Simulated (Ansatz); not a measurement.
# How Cu(100) screens a field

Wanted: the response of a Cu(100) slab to a perpendicular field.

Program: Ansatz 0.2.0. Level of theory: plane-wave DFT, LDA, Ansatz PAW. Values are calculated unless marked as measured.

Report form: inputs, costs, results and the conclusion, without the logs.

### 1. The starting structure

The cell holds 9 atoms: 9 Cu. Cell: a = 2.553 Å, b = 2.553 Å, c = 32.440 Å, α = 90.0°, β = 90.0°, γ = 90.0°. Vacuum lies along c.

### 2. Single point, field 0

A sawtooth potential applies the field, turning back in the middle of the vacuum. With the dipole correction the typed value is the field outside the slab. The induced dipole is small, so the SCF threshold is tight.

File input.yaml:

```yaml
crystal:
  lattice:
    - [2.5526554801, 0.0, 0.0]
    - [0.0, 2.5526554801, 0.0]
    - [0.0, 0.0, 32.44]
  atoms:
    - { symbol: Cu, position: [0.0, 0.0, 0.2774352651] }
    - { symbol: Cu, position: [0.5, 0.5, 0.3330764488] }
    - { symbol: Cu, position: [0.0, 0.0, 0.3887176326] }
    - { symbol: Cu, position: [0.5, 0.5, 0.4443588163] }
    - { symbol: Cu, position: [0.0, 0.0, 0.5] }
    - { symbol: Cu, position: [0.5, 0.5, 0.5556411837] }
    - { symbol: Cu, position: [0.0, 0.0, 0.6112823674] }
    - { symbol: Cu, position: [0.5, 0.5, 0.6669235512] }
    - { symbol: Cu, position: [0.0, 0.0, 0.7225647349] }
kpoints:
  mp_grid: { grid: [20, 20, 1] }
hamiltonian:
  xc: lda
scf:
  occupations: { method: fermi_dirac, width: 0.1 }
  convergence: { dr2_threshold: 1.0e-10 }
efield:
  axis: 3
  dipole_correction: true
  ramp_position: 0.97
  ramp_width: 0.06
  amplitude: 0
output:
  forces: true
  write_potential: true
  write_density: true
  volumetric_format: npy
```

Run with:

```bash
$ ansatz run input.yaml --threads 4 --pin off --max-ram 6144MiB --backend cpu --events-out ev --progress --plain --runs-dir out
```

Elapsed: 77 s, on 4 threads of Arm Neoverse V1, shared host; peak memory 1.3 GiB; 5.1 min of CPU time.

Read from the output:

```
energy at zero smearing   : -58999.4909 eV
work function, upper face : 4.927 eV
dipole along the normal   : -1.56e-7 e·Å
```

Running mean over 1.805 Å of the planar mean; the ramp of the sawtooth is left out. The electron's electrostatic potential energy less the Fermi level by z:

| z (Å) | electron's electrostatic potential energy less the Fermi level (eV) |
| --- | --- |
| 4 | 4.93 |
| 5 | 4.92 |
| 6 | 4.89 |
| 7 | 4.46 |
| 8 | -1.14 |
| 9 | -8.09 |
| 10 | -8.51 |
| 11 | -8.62 |
| 12 | -8.60 |
| 13 | -8.61 |
| 14 | -8.61 |
| 15 | -8.62 |
| 16 | -8.61 |
| 17 | -8.62 |
| 18 | -8.62 |
| 19 | -8.61 |
| 20 | -8.60 |
| 21 | -8.62 |
| 22 | -8.58 |
| 23 | -8.40 |
| 24 | -5.46 |
| 25 | 3.35 |
| 26 | 4.82 |
| 27 | 4.92 |
| 28 | 4.93 |
| 29 | 4.93 |

Force by atom:

| atom | x (eV/Å) | y (eV/Å) | z (eV/Å) | size |
| --- | --- | --- | --- | --- |
| Cu1 | 0.000 | 0.000 | 0.693 | 0.693 |
| Cu2 | 0.000 | 0.000 | -0.219 | 0.219 |
| Cu3 | 0.000 | 0.000 | 0.006 | 0.006 |
| Cu4 | 0.000 | 0.000 | 0.007 | 0.007 |
| Cu5 | 0.000 | 0.000 | 0.000 | 0.000 |
| Cu6 | 0.000 | 0.000 | -0.007 | 0.007 |
| Cu7 | 0.000 | 0.000 | -0.006 | 0.006 |
| Cu8 | 0.000 | 0.000 | 0.219 | 0.219 |
| Cu9 | 0.000 | 0.000 | -0.693 | 0.693 |

The work function of the upper face is 4.93 eV.

### 3. Atoms held, field 0.05 V/Å

Changes to input.yaml since step 2:

```diff
@@ -27,3 +27,3 @@
   ramp_width: 0.06
-  amplitude: 0
+  amplitude: 0.05
 output:
```

Elapsed: 90 s, on 4 threads; peak memory 1.3 GiB; 5.9 min of CPU time.

The dipole is 0.0314 e·Å.

### 4. Single point, field -0.05 V/Å

Changes to input.yaml since step 3:

```diff
@@ -27,3 +27,3 @@
   ramp_width: 0.06
-  amplitude: 0.05
+  amplitude: -0.05
 output:
```

Run time: 90 s. Hardware: 4 threads; peak memory 1.3 GiB; 6 min of CPU time.

The dipole is -0.0314 e·Å.

### 5. Single point, field 0.1 V/Å

Changes to input.yaml since step 4:

```diff
@@ -27,3 +27,3 @@
   ramp_width: 0.06
-  amplitude: -0.05
+  amplitude: 0.1
 output:
```

Run time: 90 s. Hardware: 4 threads; peak memory 1.3 GiB.

The dipole is 0.0629 e·Å.

### 6. Atoms held, field -0.1 V/Å

Changes to input.yaml since step 5:

```diff
@@ -27,3 +27,3 @@
   ramp_width: 0.06
-  amplitude: 0.1
+  amplitude: -0.1
 output:
```

It took 91 s on 4 threads; peak memory 1.3 GiB; 6 min of CPU time.

The dipole is -0.0629 e·Å.

### 7. Atoms held, field 0.2 V/Å

Changes to input.yaml since step 6:

```diff
@@ -27,3 +27,3 @@
   ramp_width: 0.06
-  amplitude: -0.1
+  amplitude: 0.2
 output:
```

The job ended after 90 s (4 threads; peak memory 1.3 GiB).

The dipole is 0.126 e·Å.

### 8. Atoms held, field -0.2 V/Å

Changes to input.yaml since step 7:

```diff
@@ -27,3 +27,3 @@
   ramp_width: 0.06
-  amplitude: 0.2
+  amplitude: -0.2
 output:
```

The job ended after 90 s (4 threads; peak memory 1.3 GiB).

The dipole is -0.126 e·Å.

### 9. Atoms held, field 0.4 V/Å

Changes to input.yaml since step 8:

```diff
@@ -27,3 +27,3 @@
   ramp_width: 0.06
-  amplitude: -0.2
+  amplitude: 0.4
 output:
@@ -33 +33,2 @@
   volumetric_format: npy
+  elf: true
```

Run time: 97 s. Hardware: 4 threads; peak memory 1.3 GiB; 6.4 min of CPU time.

Running mean over 1.805 Å of the planar mean, with the applied field; the ramp of the sawtooth is left out. Table of electron's electrostatic potential energy less the Fermi level by z:

| z (Å) | electron's electrostatic potential energy less the Fermi level (eV) |
| --- | --- |
| 3.5 | 3.35 |
| 4.0 | 3.55 |
| 4.5 | 3.75 |
| 5.0 | 3.95 |
| 5.5 | 4.14 |
| 6.0 | 4.31 |
| 6.5 | 4.40 |
| 7.0 | 4.22 |
| 7.5 | 2.96 |
| 8.0 | -1.18 |
| 8.5 | -5.97 |
| 9.0 | -8.09 |
| 9.5 | -8.42 |
| 10.0 | -8.51 |
| 10.5 | -8.59 |
| 11.0 | -8.62 |
| 11.5 | -8.62 |
| 12.0 | -8.61 |
| 12.5 | -8.60 |
| 13.0 | -8.61 |
| 13.5 | -8.61 |
| 14.0 | -8.61 |
| 14.5 | -8.62 |
| 15.0 | -8.62 |
| 15.5 | -8.61 |
| 16.0 | -8.61 |
| 16.5 | -8.61 |
| 17.0 | -8.62 |
| 17.5 | -8.62 |
| 18.0 | -8.62 |
| 18.5 | -8.61 |
| 19.0 | -8.61 |
| 19.5 | -8.60 |
| 20.0 | -8.60 |
| 20.5 | -8.60 |
| 21.0 | -8.62 |
| 21.5 | -8.62 |
| 22.0 | -8.57 |
| 22.5 | -8.49 |
| 23.0 | -8.40 |
| 23.5 | -8.00 |
| 24.0 | -5.44 |
| 24.5 | -0.462 |
| 25.0 | 3.50 |
| 25.5 | 4.82 |
| 26.0 | 5.28 |
| 26.5 | 5.54 |
| 27.0 | 5.76 |
| 27.5 | 5.96 |
| 28.0 | 6.16 |
| 28.5 | 6.36 |
| 29.0 | 6.56 |

The dipole is 0.252 e·Å.

### 10. The response

This step: plane-wave DFT, LDA, Ansatz PAW; screening of a field by a metal slab (Ansatz 0.2.0).

The dipoles give the slope, and the difference of two potentials shows where the field is screened.

This step gave:

- equivalent conductor thickness p/(ε₀AE): 17.46 Å
- distance between the outer atoms: 14.44 Å
- inner field over outer field: -7.35e-5
- image plane, upper face: 1.517 Å
- induced electrons on the upper face over ε₀E: -0.9988
- image plane, lower face: 1.517 Å
- induced electrons on the lower face over ε₀E: 0.9988

Dipole of the cell against applied field:

| applied field (V/Å) | dipole of the cell (e·Å) |
| --- | --- |
| -0.200 | -0.126 |
| -0.100 | -0.0629 |
| -0.050 | -0.0314 |
| 0.000 | 0 |
| 0.050 | 0.0314 |
| 0.100 | 0.0629 |
| 0.200 | 0.126 |
| 0.400 | 0.252 |

Local field over the applied field, running mean. From the potentials at -0.05 and 0.05 V/Å; running mean over 1.805 Å. The local field over applied field by z:

| z (Å) | local field over applied field |
| --- | --- |
| 5 | 0.993 |
| 6 | 0.950 |
| 7 | 0.745 |
| 8 | 0.291 |
| 9 | 0.00182 |
| 10 | 0.00116 |
| 11 | 0.00289 |
| 12 | 0.00176 |
| 13 | 0.00169 |
| 14 | 6.4e-4 |
| 15 | 7.1e-5 |
| 16 | -1.0e-5 |
| 17 | -1.5e-4 |
| 18 | 5.6e-4 |
| 19 | 9.4e-4 |
| 20 | 0.00215 |
| 21 | 0.00105 |
| 22 | 0.00586 |
| 23 | -0.0113 |
| 24 | 0.120 |
| 25 | 0.560 |
| 26 | 0.892 |
| 27 | 0.983 |
| 28 | 0.998 |

Electrons, planar mean, per unit field. Induced electron density against z:

| z (Å) | induced electron density (e/Å³ per V/Å) |
| --- | --- |
| 4.5 | 1.7e-5 |
| 5.0 | 4.9e-5 |
| 5.5 | 1.3e-4 |
| 6.0 | 3.5e-4 |
| 6.5 | 8.4e-4 |
| 7.0 | 0.00178 |
| 7.5 | 0.00312 |
| 8.0 | 0.00383 |
| 8.5 | 0.00146 |
| 9.0 | -1.8e-4 |
| 9.5 | -4.3e-4 |
| 10.0 | -6.7e-5 |
| 10.5 | 1.6e-4 |
| 11.0 | 2.8e-5 |
| 11.5 | -3.0e-5 |
| 12.0 | -6.1e-5 |
| 12.5 | 5.0e-5 |
| 13.0 | 3.6e-5 |
| 13.5 | -2.4e-5 |
| 14.0 | 1.0e-6 |
| 14.5 | 1.4e-5 |
| 15.0 | 8.7e-6 |
| 15.5 | -1.3e-5 |
| 16.0 | -2.6e-7 |
| 16.5 | 4.4e-6 |
| 17.0 | 1.2e-5 |
| 17.5 | -9.4e-6 |
| 18.0 | -1.8e-5 |
| 18.5 | 7.2e-6 |
| 19.0 | 2.0e-5 |
| 19.5 | -4.0e-5 |
| 20.0 | -5.0e-5 |
| 20.5 | 7.4e-5 |
| 21.0 | 1.9e-5 |
| 21.5 | -4.6e-5 |
| 22.0 | -1.8e-4 |
| 22.5 | 1.4e-4 |
| 23.0 | 4.1e-4 |
| 23.5 | 1.9e-4 |
| 24.0 | -0.00192 |
| 24.5 | -0.00387 |
| 25.0 | -0.00295 |
| 25.5 | -0.00164 |
| 26.0 | -7.6e-4 |
| 26.5 | -3.1e-4 |
| 27.0 | -1.2e-4 |
| 27.5 | -4.3e-5 |
| 28.0 | -1.5e-5 |

By hand: between -0.05 and 0.05 V/Å the dipole changes by 0.06287 e·Å, a slope of 0.6287 e·Å²/V. A perfect conductor of thickness t has p = ε₀AEt, so t = 180.95 × 0.6287 / 6.516 = 17.46 Å (e/ε₀ = 180.95 V·Å, A in Å²). Less the 14.44 Å between the outer atoms, and halved, that puts each image plane 1.51 Å out.

The induced dipole is that of a conductor 17.46 Å thick.

### 11. Varying the input

This step: plane-wave DFT, LDA, Ansatz PAW (Ansatz 0.2.0).

An input spoilt on purpose, to show how the run answers: it repeats the earlier run at 0.05 V/Å with scf.n_extra_bands to 0 and scf.occupations from method: fermi_dirac, width: 0.1 to method: fermi_dirac, width: 0.3, and scf.max_iter set to 80.

Changes to input.yaml since step 9:

```diff
@@ -20,4 +20,6 @@
 scf:
-  occupations: { method: fermi_dirac, width: 0.1 }
+  occupations: { method: fermi_dirac, width: 0.3 }
   convergence: { dr2_threshold: 1.0e-10 }
+  n_extra_bands: 0
+  max_iter: 80
 efield:
@@ -27,3 +29,3 @@
   ramp_width: 0.06
-  amplitude: 0.4
+  amplitude: 0.05
 output:
@@ -33,2 +35 @@
   volumetric_format: npy
-  elf: true
```

Wall time 0.1 s (4 threads); peak memory 0.073 GiB.

The program refused the input before any cycle.

The program's message: “Error: inconsistent input (scf.n_extra_bands, scf.occupations.method): n_bands = 86 leaves no empty band above the 86 bands per channel that the deck's 171 electrons occupy, and the occupations search …”

The fault put into the input: too few bands.

### 12. Summary of results

```
work function                                : 4.93 eV
image plane, upper face                      : 1.52 Å
induced electrons on the upper face over ε₀E : -0.999
equivalent conductor thickness p/(ε₀AE)      : 17.5 Å
inner field over outer field                 : -7.4e-5
```

What this shows: The induced charge has its centre 1.52 Å outside the outermost atoms; this is the plane from which a capacitor's gap or an image potential counts. The equivalent conductor thickness exceeds the distance between the outer atoms by 3.02 Å, about the sum of the two image-plane distances. In the middle of the slab the field is screened to under 0.5 % of its outer value. The atoms are held at bulk positions with the tabulated experimental lattice constant.

[Long decimals in the printed logs are rounded to 6 places.]

[Logs are printed without paths, hosts, clocks, repeated set-up lines and the standing remarks that a program may print on its own settings, such as how far it seeks lower states.]

[Hosts, paths, dates, database ids (printed as entryN), source tags and the programs' standing remarks are cut or masked in the printed files.]

[Maps of the electrostatic potential energy from Ansatz leave out the sawtooth potential of an applied field or a dipole correction, so their vacuum need not be flat; planar profiles and work functions include it.]
